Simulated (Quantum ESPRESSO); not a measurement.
# How the functional moves the magnetism of MnS, part 3 of 3

How much do the magnetic results of MnS hang on the functional?

Quantum ESPRESSO 7.5; LDA with U = 4 eV on Mn d (ortho-atomic projectors); plane waves with GBRV 1.5 LDA potentials, no spin-orbit coupling (settings of the first rung).

So far, largest spin moment in the atom's sphere (μB): step 2 (rung 1, start ferro +, LDA GBRV, Quantum ESPRESSO) 4.47; step 8 (rung 4, start ferro +, GBRV PBE, Quantum ESPRESSO) 4.50; step 9 (rung 4, start antiferro q=(0,1/2,1/2) +-, GBRV PBE, Quantum ESPRESSO) 4.48; step 10 (rung 5, start ferro +, revPBE GBRV PBE, Quantum ESPRESSO) 4.52; step 11 (rung 5, start antiferro q=(0,1/2,1/2) +-, revPBE GBRV PBE, Quantum ESPRESSO) 4.50.

The database entry behind the starting cell differs from other determinations of this structure, so it need not match the best structure at room temperature.

### Step 12. Rung 6, start ferro +

Level of this step: RPBE with U = 4 eV on Mn d (ortho-atomic projectors); plane waves with GBRV 1.5 PBE potentials, no spin-orbit coupling (Quantum ESPRESSO).

pw.in

```
&CONTROL
  calculation = 'scf'
  prefix = 'pwscf'
  outdir = './tmp'
  pseudo_dir = './pseudo'
  disk_io = 'nowf'
  tprnfor = .true.
  tstress = .true.
/
&SYSTEM
  ibrav = 0
  nat = 2
  ntyp = 2
  ecutwfc = 40
  ecutrho = 280
  nbnd = 19
  input_dft = 'rpbe'
  occupations = 'smearing'
  smearing = 'fd'
  degauss = 0.00367493
  nspin = 2
  starting_magnetization(1) = 0.3
  starting_magnetization(2) = 0
/
&ELECTRONS
  conv_thr = 4d-09
  electron_maxstep = 150
  mixing_beta = 0.3
/
ATOMIC_SPECIES
Mn     54.9380 mn_pbe_v1.5.uspp.F.UPF
S      32.0600 s_pbe_v1.4.uspp.F.UPF
CELL_PARAMETERS bohr
   0.0000000000    4.9217916916    4.9217916916
   4.9217916916    0.0000000000    4.9217916916
   4.9217916916    4.9217916916    0.0000000000
ATOMIC_POSITIONS crystal
Mn      0.0000000000    0.0000000000    0.0000000000
S       0.5000000000    0.5000000000    0.5000000000
K_POINTS automatic
8 8 8 0 0 0
HUBBARD {ortho-atomic}
U Mn-3d 4.0000
```

On the command line:

```
$ OMP_NUM_THREADS=1 mpirun -n 2 pw.x -nk 2 -in pw.in > pw.out
```

The program printed:

```text
     [... lines left out ...]
Program PWSCF v.7.5 starts
     [... lines left out ...]
     number of atoms/cell      =            2
     [... lines left out ...]
     number of electrons       =        21.00
     number of Kohn-Sham states=           19
     kinetic-energy cutoff     =      40.0000  Ry
     charge density cutoff     =     280.0000  Ry
     scf convergence threshold =      4.0E-09
     [... lines left out ...]
     48 Sym. Ops., with inversion, found
     [... lines left out ...]
     number of k points=    29  Fermi-Dirac smearing, width (Ry)=  0.0037
     [... lines left out ...]
     iteration # 11     ecut=    40.00 Ry     beta= 0.30
     [... lines left out ...]
     Magnetic moment per site  (integrated on atomic sphere of radius R)
     atom   1 (R=0.292)  charge= 13.1343  magn=  4.5189
     atom   2 (R=0.292)  charge=  4.7441  magn=  0.1062
     [... lines left out ...]
     Tr[ns(  1)] (up, down, total) =   4.97326  0.25500  5.22826
     [... lines left out ...]
     the Fermi energy is    10.7254 ev
!    total energy              =    -235.42303568 Ry
     estimated scf accuracy    <          2.3E-10 Ry
     smearing contrib. (-TS)   =      -0.00000006 Ry
     [... lines left out ...]
     total magnetization       =     5.00 Bohr mag/cell
     absolute magnetization    =     5.00 Bohr mag/cell
     convergence has been achieved in  11 iterations
     [... lines left out ...]
     Total force =     0.000000     Total SCF correction =     0.000000
     [... lines left out ...]
          total   stress  (Ry/bohr**3)                   (kbar)     P=       75.57
     [... lines left out ...]
```

Elapsed: 11 s, on 2 MPI ranks of Intel Xeon 6975P-C (Granite Rapids), shared host; peak memory 0.22 GiB; 21 s of CPU time.

Read from the output:

```
magnetization  : 5 μB
final state    : ferromagnetic
largest moment : 4.519 μB
```

### Step 13. Rung 6, start antiferro q=(0,1/2,1/2) +-

pw.in

```
&CONTROL
  calculation = 'scf'
  prefix = 'pwscf'
  outdir = './tmp'
  pseudo_dir = './pseudo'
  disk_io = 'nowf'
  tprnfor = .true.
  tstress = .true.
/
&SYSTEM
  ibrav = 0
  nat = 4
  ntyp = 3
  ecutwfc = 40
  ecutrho = 280
  nbnd = 30
  input_dft = 'rpbe'
  occupations = 'smearing'
  smearing = 'fd'
  degauss = 0.00367493
  nspin = 2
  starting_magnetization(1) = 0.3
  starting_magnetization(2) = -0.3
  starting_magnetization(3) = 0
/
&ELECTRONS
  conv_thr = 8d-09
  electron_maxstep = 150
  mixing_beta = 0.3
/
ATOMIC_SPECIES
Mn1    54.9380 mn_pbe_v1.5.uspp.F.UPF
Mn2    54.9380 mn_pbe_v1.5.uspp.F.UPF
S      32.0600 s_pbe_v1.4.uspp.F.UPF
CELL_PARAMETERS bohr
   0.0000000000    4.9217916916    4.9217916916
   9.8435833832    0.0000000000    9.8435833832
   9.8435833832    4.9217916916    4.9217916916
ATOMIC_POSITIONS crystal
Mn1     0.0000000000    0.0000000000    0.0000000000
Mn2     0.0000000000    0.5000000000    0.0000000000
S       0.5000000000    0.0000000000    0.5000000000
S       0.5000000000    0.5000000000    0.5000000000
K_POINTS automatic
8 4 8 0 0 0
HUBBARD {ortho-atomic}
U Mn1-3d 4.0000
U Mn2-3d 4.0000
```

The program printed:

```text
     [... lines left out ...]
Program PWSCF v.7.5 starts
     [... lines left out ...]
     number of atoms/cell      =            4
     [... lines left out ...]
     number of electrons       =        42.00
     number of Kohn-Sham states=           30
     kinetic-energy cutoff     =      40.0000  Ry
     charge density cutoff     =     280.0000  Ry
     scf convergence threshold =      8.0E-09
     [... lines left out ...]
     16 Sym. Ops., with inversion, found
     [... lines left out ...]
     number of k points=    39  Fermi-Dirac smearing, width (Ry)=  0.0037
     [... lines left out ...]
     iteration # 12     ecut=    40.00 Ry     beta= 0.30
     [... lines left out ...]
     Magnetic moment per site  (integrated on atomic sphere of radius R)
     atom   1 (R=0.292)  charge= 13.1327  magn=  4.4974
     atom   2 (R=0.292)  charge= 13.1327  magn= -4.4974
     atom   3 (R=0.292)  charge=  4.7426  magn= -0.0339
     atom   4 (R=0.292)  charge=  4.7426  magn=  0.0339
     [... lines left out ...]
     Tr[ns(  1)] (up, down, total) =   4.96970  0.26288  5.23259
     [... lines left out ...]
     Tr[ns(  2)] (up, down, total) =   0.26288  4.96970  5.23259
     [... lines left out ...]
     the Fermi energy is    10.6985 ev
!    total energy              =    -470.84909521 Ry
     estimated scf accuracy    <          8.7E-10 Ry
     smearing contrib. (-TS)   =      -0.00000009 Ry
     [... lines left out ...]
     total magnetization       =     0.00 Bohr mag/cell
     absolute magnetization    =     9.75 Bohr mag/cell
     convergence has been achieved in  12 iterations
     [... lines left out ...]
     Total force =     0.000000     Total SCF correction =     0.000000
     [... lines left out ...]
          total   stress  (Ry/bohr**3)                   (kbar)     P=       69.08
     [... lines left out ...]
```

The job ended after 66 s (2 MPI ranks; peak memory 0.41 GiB).

Read from the output:

| Property | Result |
| --- | --- |
| magnetization | 0 μB |
| final state | antiferromagnetic |
| largest moment | 4.497 μB |

### Step 14. Side by side

Ladder, by row:

```tsv
rung	functional	potentials	state from the first start	state from the second start	second less first (meV a seeded atom)	moment, first (μB)	moment, second (μB)	CPU time (s)
1	LDA	GBRV 1.5 LDA	ferromagnetic	antiferromagnetic	-16.81	4.47	4.444	145.6
2	PBEsol	GBRV 1.5 PBEsol	ferromagnetic	antiferromagnetic	-17.48	4.498	4.475	162.8
3	PBE	GBRV 1.5 PBE	ferromagnetic	antiferromagnetic	-21.5	4.507	4.485	145.3
4	WC	GBRV 1.5 PBE	ferromagnetic	antiferromagnetic	-18.74	4.503	4.48	153.9
5	revPBE	GBRV 1.5 PBE	ferromagnetic	antiferromagnetic	-20.45	4.517	4.495	151.7
6	RPBE	GBRV 1.5 PBE	ferromagnetic	antiferromagnetic	-20.57	4.519	4.497	148.5
```

### Step 15. Outcome

```json
{"range of the largest moment, first start": "4.47 to 4.52 μB; second start 4.44 to 4.50 μB", "range of CPU time": "2.4 min to 2.7 min", "range of the energy difference": "-21.5 to -16.8 meV a seeded atom"}
```

For the first start the functionals give moments from 4.47 to 4.52 μB; all use the same cell, so differences in their own lattice constants don't enter. Rungs 4, 5 and 6 use pseudopotentials made with another functional.

[Long decimals in the printed logs are rounded to 6 places.]

[Logs and program files are shortened in this print: banners, set-up blocks, solver, clock and traceback lines can be left out without a mark of their own.]

[Logs are printed without paths, hosts, clocks, repeated set-up lines and the standing remarks that a program may print on its own settings, such as how far it seeks lower states.]

[Hosts, paths, dates, database ids (printed as entryN), source tags and the programs' standing remarks are cut or masked in the printed files.]

[Where the starting crystal was built by hand or by swapping elements, it need not be the compound's stable phase.]

[Where a cell is said to come from a database of computed structures, the database is the Materials Project.]

[Lattice constants that a cell's source calls measured were typed from memory.]
